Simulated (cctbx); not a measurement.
## Interatomic vectors of TbZr2Si2

Space group I4/mmm (no. 139), a = 4.3910 Å, b = 4.3910 Å, c = 11.3650 Å, α = 90.00°, β = 90.00°, γ = 90.00°, content Tb2 Zr4 Si4.

The data are simulated with cctbx, not measured: Mo Kα, λ = 0.71073 Å, to d = 0.65 Å, 50 % of the full sphere, strongest reflection 40000 counts, noise from counting, a 4 % proportional error and a noise floor of 2 counts (s.d.); no absorption.

Patterson synthesis from sharpened amplitudes, origin scaled to 1000:

```text
Patterson group I 4/m m m
      u       v       w   height  length (A)
  0.000   0.000   0.000   1000.0     0.00
  0.000   0.500   0.250    607.3     3.59
  0.000   0.000   0.500    252.7     5.68
  0.000   0.000   0.391    130.0     4.44
  0.000   0.500   0.151     56.5     2.79
  0.000   0.213   0.000     45.1     0.93
  0.109   0.109   0.055     39.5     0.92
  0.147   0.147   0.019     33.2     0.94
  0.000   0.346   0.124     28.4     2.07
  0.000   0.000   0.250     28.0     2.84
  0.125   0.330   0.229     26.4     3.03
  0.000   0.000   0.086     26.2     0.98
  0.083   0.332   0.295     25.8     3.67
  0.167   0.167   0.112     25.7     1.64
```

Q: Assign the vectors.

A peak at u stands for all pairs with xi − xj = u, with weight Σ ZiZj against Σ Z² = 15634 at the origin. Peak heights follow these weights only roughly, since form factors, motion and series ripples differ, all vectors within 0.55 Å of a peak are counted as merged into it though the farther ones add only part of their weight, and F(000) is left out, which lowers the whole map:

| u | v | w | shortest length (Å) | height | 1000 ΣZiZj/ΣZ² | pairs in the cell |
| --- | --- | --- | --- | --- | --- | --- |
| 0.000 | 0.500 | 0.250 | 3.59 | 607 | 665 | 4 × Tb–Zr |
| 0.000 | 0.000 | 0.500 | 3.10 | 253 | 409 | 4 × Zr–Zr |
| 0.000 | 0.000 | 0.391 | 3.34 | 130 | 233 | 4 × Tb–Si |
| 0.000 | 0.500 | 0.151 | 2.79 | 56 | 143 | 4 × Zr–Si |
| 0.000 | 0.213 | 0.000 | 0.94 | 45 | 0 | none within 0.55 Å |

The table stops at ten peaks or at a height of 45, below which ripples compete. In the model behind the data Tb, the heaviest element, has 1 independent site: (0, 0, 0), up to an allowed shift of origin. No listed peak is a Tb–Tb vector, so the position follows from the cell content and the cross vectors. The whole model:

| atom | mult. | x | y | z | Ueq (Å²) |
| --- | --- | --- | --- | --- | --- |
| Tb1 | 2 | 0 | 0 | 0 | 0.0078 |
| Zr1 | 4 | 1/2 | 0 | 1/4 | 0.0124 |
| Si1 | 4 | 0 | 0 | 0.3888 | 0.0296 |

The model was made for the exercise: a known structure type with other elements put in, its volume estimated, not relaxed; displacement parameters are assumed.

[Logs are printed without paths, hosts, clocks, repeated set-up lines and the standing remarks that a program may print on its own settings, such as how far it seeks lower states.]
